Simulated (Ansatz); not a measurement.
# HfB2: optical spectrum from first principles

Aim: the dielectric function of HfB2, and the optical constants that follow from it.

Calculated with Ansatz 0.2.0; DFT, PBEsol, plane-wave PAW, default files, scalar-relativistic, independent-particle optical response without local fields.

## 1. The structure

The structure is hexagonal, space group P6/mmm (No. 191). The conventional cell has a = 3.140 Å, b = 3.140 Å, c = 3.480 Å, α = 90.00°, β = 90.00°, γ = 120.00°. Nearest to Hf lie 12 B at 2.51 Å. Nearest to B lie 3 B at 1.81 Å and 6 Hf at 2.51 Å. Farther neighbours are not listed.

## 2. Ground state and bands

First the ground state: is it a metal or has it a gap?

This step: DFT, PBEsol, plane-wave PAW, default files, scalar-relativistic, ground state (Ansatz 0.2.0).

Input file input.yaml:

```yaml
crystal:
  lattice:
    - [3.14, 0.0, 0.0]
    - [-1.57, 2.7193197679, 0.0]
    - [0.0, 0.0, 3.48]
  atoms:
    - { symbol: Hf, position: [0.0, 0.0, 0.0] }
    - { symbol: B, position: [0.6666666667, 0.3333333333, 0.5] }
    - { symbol: B, position: [0.3333333333, 0.6666666667, 0.5] }
kpoints:
  mp_grid: { grid: [9, 9, 7] }
  band_path:
    path:
      - [[0.0, 0.0, 0.0], [0.5, 0.0, 0.0], [0.33333333, 0.33333333, 0.0], [0.0, 0.0, 0.0], [0.0, 0.0, 0.5], [0.5, 0.0, 0.5], [0.33333333, 0.33333333, 0.5], [0.0, 0.0, 0.5]]
      - [[0.5, 0.0, 0.5], [0.5, 0.0, 0.0]]
      - [[0.33333333, 0.33333333, 0.0], [0.33333333, 0.33333333, 0.5]]
    npoints: 5
scf:
  occupations: { method: fermi_dirac, width: 0.05 }
  n_extra_bands: 7
hamiltonian:
  xc: pbesol
  pseudopotentials: { kind: paw }
output:
  forces: true
  stress: true
  populations: true
  write_bands: true
```

Launch:

```bash
ansatz run input.yaml --threads 4 --pin off --max-ram 8192MiB --backend cpu --events-out ev --progress --plain --runs-dir out
```

Numbers of over 12 decimals in the logs are rounded to 6 here.

What it wrote:

```text
scf.n_extra_bands = 7 over 16 filled bands (N_el = 32.0): the run solves 23 bands
Engine: ansatz 0.2.0, x86_64-unknown-linux-gnu
Pseudopotentials: kind: paw
Pseudopotential: Hf, paw, valence charge 26, recommended cutoff 420 eV (normal), Hf.paw.azcp
Pseudopotential: B, paw, valence charge 3, recommended cutoff 420 eV (normal), B.paw.azcp
Functional definition: PBEsol
  exchange = pbesol_x
  correlation = pbesol_c
Crystal: 3 atoms, lattice volume = 29.715 Å³
Basis set: ecut = 420 eV, 563 PW (Γ), exchange–correlation on 48×48×48 points (8 copies of the dense FFT grid, shifted against one another)
Bands: 23, of which v1, the nominal top of the filled ones, is band 16 counted from 1 (15 counted from 0)
Symmetry: 24 space group operations
Space group: P6/mmm (ITA 191), of the structure as read, at distance tolerance 3.1e-5 Å
k-points: 48 of 567
Non-local potential: Hf, projectors of the file, l = 0: 3, l = 1: 2, l = 2: 2, l = 3: 3
Non-local potential: B, projectors of the file, l = 0: 2, l = 1: 2, l = 2: 1
PAW form: soft (Blöchl's): semilocal exchange-correlation on the pseudo side does not see the compensation charge
PAW frozen core: Hf, regenerated for the run's functional, and the local potential with it (the file was generated under x = pbe(κ = 0.804, μ = 0.219515), c = pbe(β = 0.066725))
PAW frozen core: B, regenerated for the run's functional, and the local potential with it (the file was generated under x = pbe(κ = 0.804, μ = 0.219515), c = pbe(β = 0.066725))
PAW one-centre angular grid: Hf, 590 points (default); XC on 64 Gauss nodes
PAW one-centre angular grid: B, 110 points (default); XC on 64 Gauss nodes
Initial density: superposition of atomic densities (neutral atoms: chi_scale 0, normalization atom), corrected by the library's trained network
Initial wavefunctions: pseudopotential atomic-orbital guess
Functional: x = pbesol(κ = 0.804, μ = 0.123457), c = pbesol(β = 0.046)
SCF iter   1: F=—  HF=-15906.593925 eV  |F-HF|=—  |Δ(HF+E_count)|=         —  Δρ=6.05e-3  dr2=1.96e-2  ethr=1.77e-3  ⟨swp⟩=4.8  Hψ=4379  notcnv=0  defer=8
preconditioner: auto → none  [insulator: Δε(μ)=0.138 eV  Ē_g=19.335 eV  σ=0.050 eV  W_gap=0.58  n_scr=8 (ndim 8)  ℏωp=37.3 eV  f_vac=0.000  D(μ)=0.37/eV (n_scr^D=0)  ε∞_Penn≈4.7]
SCF iter   2: F=—  HF=-15906.588521 eV  |F-HF|=—  |Δ(HF+E_count)|=   5.40e-3  Δρ=2.55e-3  dr2=3.49e-3  ethr=6.13e-5  ⟨swp⟩=1.5  Hψ=1530  notcnv=0  defer=41
SCF iter   3: F=—  HF=-15906.587581 eV  |F-HF|=—  |Δ(HF+E_count)|=   9.40e-4  Δρ=7.15e-4  dr2=7.85e-5  ethr=1.09e-5  ⟨swp⟩=2.6  Hψ=1666  notcnv=0  defer=41
SCF iter   4: F=—  HF=-15906.587471 eV  |F-HF|=—  |Δ(HF+E_count)|=   1.10e-4  Δρ=2.12e-4  dr2=9.57e-6  ethr=2.45e-7  ⟨swp⟩=2.0  Hψ=1790  notcnv=0  defer=41
SCF iter   5: F=—  HF=-15906.587484 eV  |F-HF|=—  |Δ(HF+E_count)|=   1.30e-5  Δρ=5.54e-5  dr2=4.19e-7  ethr=2.99e-8  ⟨swp⟩=2.5  Hψ=1732  notcnv=0  defer=41
SCF iter   6: F=-15906.587484 eV  HF=-15906.587484 eV  |F-HF|=1.28e-9  |Δ(HF+E_count)|=   4.83e-8  Δρ=2.95e-6  dr2=7.79e-10  ethr=3.13e-10  ⟨swp⟩=7.6  Hψ=4871  notcnv=0
SCF 1 converged in 6 iterations: F = -15906.587484 eV  dr2 = 7.79e-10
  greatest PAW one-centre occupation: 0.998 electrons in one spin orbital (limit 2), on the Hf atom at site 0 (counted from 0), in its partial waves of l = 3
NSCF: frozen V_eff on 48 k-points
SCF converged after 6 iterations
Free energy (F): -15906.587484 eV
Harris-Foulkes:  -15906.587484 eV  (|F-HF|=1.28e-9)
Internal energy: -15906.584189 eV  (E = F + TS)
E sigma→0 (E₀):  -15906.585837 eV
Entropy (-TS):   -0.003295 eV (-1.098 meV/atom)
Fermi energy:    20.450807 eV
--- Per-component energies (eV) ---
  E_band       = 125.819155
  E_kinetic    = 525.826259
  E_local      = -5283.625133  (includes V_loc(G=0)·N_el)
  E_nonlocal   = -1216.218825
  E_hartree    = 2516.259584
  E_xc         = -364.414362
  E_vxc        = -345.926314  (∫ρ·V_xc dr)
  E_paw        = -6958.689649  (= ΣΔE_a)
  E_vpaw       = 1413.244565  (= ΣTr[D̂ρ^β])
  E_aug_tail   = -0.000008  (compensation charges beyond the density's cutoff)
  E_ewald      = -5127.002568
  E_core_change = 1.280513  (= ΣΔE_core)
  E_smearing   = -0.003295  (= −TS)
  E_closure    = 0.000000  (closes the sum)
  Σ components = -15906.587484   (vs F -15906.587484, Δ=0.00e0)
--- Forces (eV/Å), atoms counted from 1 ---
  atom   1  Hf     0.00000000     0.00000000     0.00000000
  atom   2  B      0.00000000     0.00000000     0.00000000
  atom   3  B     -0.00000000    -0.00000000     0.00000000
  max |Σ_I F_I| component: 1.85e-17 eV/Å
--- Stress (GPa, compression-positive) ---
       -3.533361      -0.000000       0.000000
       -0.000000      -3.533361       0.000000
        0.000000       0.000000      -5.832762
  P = ⅓ Tr σ = -4.2998 GPa (-42.998 kbar)
--- Band table (eV; the first three rows and the last of 48) ---
  k-point 0: bands = [... 12 lower, 17.3372, 17.4835, 17.4835, 17.6770, 24.3525, 24.3525, 25.0185, 25.0185, ... 3 higher]
  k-point 1: bands = [... 12 lower, 15.6636, 17.6932, 17.6932, 19.2432, 22.8180, 22.8180, 24.3598, 24.3598, ... 3 higher]
  k-point 2: bands = [... 12 lower, 13.8086, 18.2902, 18.2902, 20.9318, 21.4561, 21.4561, 22.9339, 22.9339, ... 3 higher]
  k-point 47: bands = [... 12 lower, 11.3566, 14.7555, 17.2399, 17.2399, 24.8875, 25.7566, 26.8145, 26.8145, ... 3 higher]
--- Löwdin populations: 3 sites ---
  site symbol       q [e]
     0     Hf     25.3280
     1      B      3.3216
     2      B      3.3216
  spilling = 0.000901 (of n_electrons = 32.000000)
```

Wall time 2.4 s (4 threads of Intel Xeon at 2.50GHz (Skylake/Cascade Lake), shared host); peak memory 0.37 GiB.

Numbers from this step:

| Item | Value |
| --- | --- |
| free energy | -15906.5875 eV |
| Fermi energy | 20.45 eV |
| electrons | 32 |
| symmetry operations | 24 |
| pressure | -4.300 GPa |
| volume | 29.71 Å³ |
| gap on the path | 0 eV |

There are states at the Fermi level within the smearing, so the occupations stay smeared and the carriers get a Drude term. The cell is left with a pressure of -4.3 GPa, as it stands unrelaxed at this level.

The electronic bands at the labelled points (eV, zero at the Fermi level; # counts the bands kept):

```
          point     #9    #10    #11    #12    #13   #14   #15   #16
              Γ  -3.11  -2.97  -2.97  -2.77   3.90  3.90  4.57  4.57
0.60 of the way  -6.37  -3.82  -3.20  -2.43   2.35  3.00  3.20  4.21
              M  -8.99  -4.21  -3.43  -2.97   2.12  2.61  5.48  5.62
0.40 of the way  -8.88  -5.13  -3.95  -1.32  -0.10  3.76  5.13  5.28
              K  -8.27  -7.82  -2.65  -2.65   1.66  1.66  3.35  9.33
0.40 of the way  -6.46  -5.01  -3.77  -0.76   0.55  1.23  5.41  6.84
              Γ  -3.11  -2.97  -2.97  -2.77   3.90  3.90  4.57  4.57
0.60 of the way  -6.82  -2.08  -2.08   0.65   0.90  0.90  2.33  2.33
              A  -8.44  -1.19  -1.19   0.21   0.21  0.89  0.89  2.12
0.40 of the way  -7.25  -4.27  -3.40  -1.23   2.10  2.28  2.77  3.40
              L  -7.49  -5.04  -4.79  -2.72   3.99  4.03  6.15  7.11
0.60 of the way  -8.19  -5.41  -3.91  -2.98   4.28  5.75  6.17  6.54
              H  -9.13  -5.55  -3.22  -3.22   4.32  5.31  6.85  6.85
0.60 of the way  -6.88  -4.71  -3.87  -1.60   2.33  3.10  3.13  3.54
              A  -8.44  -1.19  -1.19   0.21   0.21  0.89  0.89  2.12
      jump to L  -7.49  -5.04  -4.79  -2.72   3.99  4.03  6.15  7.11
0.40 of the way  -8.56  -4.58  -3.68  -3.15   1.56  5.26  5.95  6.70
              M  -8.99  -4.21  -3.43  -2.97   2.12  2.61  5.48  5.62
      jump to K  -8.27  -7.82  -2.65  -2.65   1.66  1.66  3.35  9.33
0.40 of the way  -8.58  -7.14  -2.96  -2.96   3.14  3.14  3.78  7.91
              H  -9.13  -5.55  -3.22  -3.22   4.32  5.31  6.85  6.85
```

## 3. Spectrum

The spectrum is a sum over vertical transitions between filled and empty bands at the fixed density, so many empty bands are needed.

This step: DFT, PBEsol, plane-wave PAW, default files, scalar-relativistic, independent-particle optical response without local fields (Ansatz 0.2.0).

input.yaml, the sections that differ from step 2:

```yaml
kpoints:
  mp_grid: { grid: [12, 12, 9] }
scf:
  occupations: { method: fermi_dirac, width: 0.05 }
output:
  optics:
    e_range: [0, 14]
    de: 0.05
    sigma: 0.1
    drude_damping: 0.05
    nscf_kmesh: { grid: [15, 15, 11] }
    bands: { spectra_wanted_up_to: 14 }
# crystal, hamiltonian: as in step 2
```

What it wrote:

```text
[...]
Crystal: 3 atoms, lattice volume = 29.715 Å³
Basis set: ecut = 420 eV, 563 PW (Γ)
Bands: 20, of which v1, the nominal top of the filled ones, is band 16 counted from 1 (15 counted from 0)
Symmetry: 24 space group operations
[...]
k-points: 95 of 1296
[...]
SCF iter   1: F=—  HF=-15906.607279 eV  |F-HF|=—  |Δ(HF+E_count)|=         —  Δρ=5.79e-3  dr2=1.76e-2  ethr=1.77e-3  ⟨swp⟩=4.1  Hψ=7431  notcnv=0
[...]
SCF iter   8: F=-15906.601497 eV  HF=-15906.601497 eV  |F-HF|=3.64e-12  |Δ(HF+E_count)|=  3.64e-12  Δρ=1.20e-7  dr2=9.87e-13  ethr=1.00e-12  ⟨swp⟩=2.9  Hψ=4056  notcnv=0
SCF 1 converged in 8 iterations: F = -15906.601497 eV  dr2 = 9.87e-13
[...]
NSCF: frozen V_eff on 162 k-points
output.optics: what the bands over the 33 summed would add to eps1, eps2 and the energy-loss function is held between a lower and an upper bound (5 Lanczos steps). eps1, eps2 and their loss function (loss_summed_bands) are given on every row as the summed bands alone make them. Along an axis, on a row where the two bounds hold the loss function to about 1 % of the greater of itself and 0.5 % of |1/eps|, its cell (loss_completed) is given, with the completed eps1 and eps2 that it is formed of (a cell that is left empty reads nan in the table and null in the record). The two bounds hold it so along every axis on all 280 rows up to 14.000 eV. [rest of the remark cut]
SCF converged after 8 iterations
Free energy (F): -15906.601497 eV
[...]
Internal energy: -15906.599465 eV  (E = F + TS)
E sigma→0 (E₀):  -15906.600481 eV
Entropy (-TS):   -0.002032 eV (-0.677 meV/atom)
Fermi energy:    20.496513 eV
[...]
--- Band table (eV; the first three rows and the last of 95) ---
  k-point 0: bands = [... 12 lower, 17.3350, 17.4847, 17.4847, 17.6791, 24.3493, 24.3493, 25.0163, 25.0163]
  k-point 1: bands = [... 12 lower, 16.0776, 17.6122, 17.6122, 18.8669, 23.1954, 23.1954, 24.6025, 24.6025]
  k-point 2: bands = [... 12 lower, 14.6223, 17.9842, 17.9842, 20.1838, 21.9855, 21.9855, 23.6026, 23.6026]
  k-point 94: bands = [... 12 lower, 11.3434, 14.8135, 17.2342, 17.2342, 24.8476, 25.7485, 26.9831, 26.9831]
```

The job ended after 3.7 min (4 threads; peak memory 1.2 GiB).

This step gave:

```
main peak of the optical conductivity above 1 eV, first axis : 8.625 eV
Drude plasma energy, first axis                              : 4.726 eV
bands summed                                                 : 33
spectra valid up to                                          : 24.46 eV
program's estimate of the k-sum error in Im epsilon          : 0.16 %
electrons in the f-sum                                       : 17.24
```

The Im ε by photon energy; read off at these points:

```
photon energy (eV)  E ∥ x or y  E ∥ z
              0.50        28.2   24.1
              1.00        28.8   25.1
              1.50        27.3   27.6
              2.00        21.7   22.4
              2.50        19.5   20.5
              3.00        13.8   15.3
              3.50        11.9   12.9
              4.00        11.3   13.2
              4.50        9.45   14.2
              5.00        8.37   7.81
              5.50        10.0   8.09
              6.00        8.08   7.13
              6.50        7.74   7.16
              7.00        7.20   7.02
              7.50        7.36   7.86
              8.00        7.79   8.51
              8.50        9.17   9.39
              8.60        9.79   9.49
              9.00        7.90   7.70
              9.50        8.38   6.33
             10.00        7.76   7.84
             10.50        5.62   5.84
             11.00        6.01   6.68
             11.50        4.01   3.54
             12.00        2.98   2.66
             12.50        2.57   2.19
             13.00        2.28   1.88
             13.50        2.10   1.57
             14.00        1.81   1.51
```

Table of Re ε by photon energy:

```
photon energy (eV)  E ∥ x or y    E ∥ z
               0.5       -48.8    -41.2
               1.0        5.21     9.04
               1.5        5.05     9.13
               2.0        2.43     4.66
               2.5     -0.0943     2.47
               3.0       0.332    0.840
               3.5        1.10     1.79
               4.0        1.28     2.05
               4.5       0.169    -2.92
               5.0        2.01   -0.977
               5.5        1.53    0.858
               6.0       0.955     1.23
               6.5        1.11     1.29
               7.0        1.11     1.49
               7.5        1.58     2.17
               8.0        1.62     1.09
               8.5        1.49  -0.0453
               9.0       -1.24    -2.78
               9.5       -1.23    -1.33
              10.0       -2.57    -3.23
              10.5       -2.73    -2.55
              11.0       -3.62    -3.68
              11.5       -3.91    -4.77
              12.0       -3.30    -3.45
              12.5       -2.66    -2.93
              13.0       -2.34    -2.53
              13.5       -2.07    -2.12
              14.0       -1.96    -1.81
```

[end of part 1 of 2]

[Logs are printed without paths, hosts, clocks, repeated set-up lines and the standing remarks that a program may print on its own settings, such as how far it seeks lower states.]

[Hosts, paths, dates, database ids (printed as entryN), source tags and the programs' standing remarks are cut or masked in the printed files.]
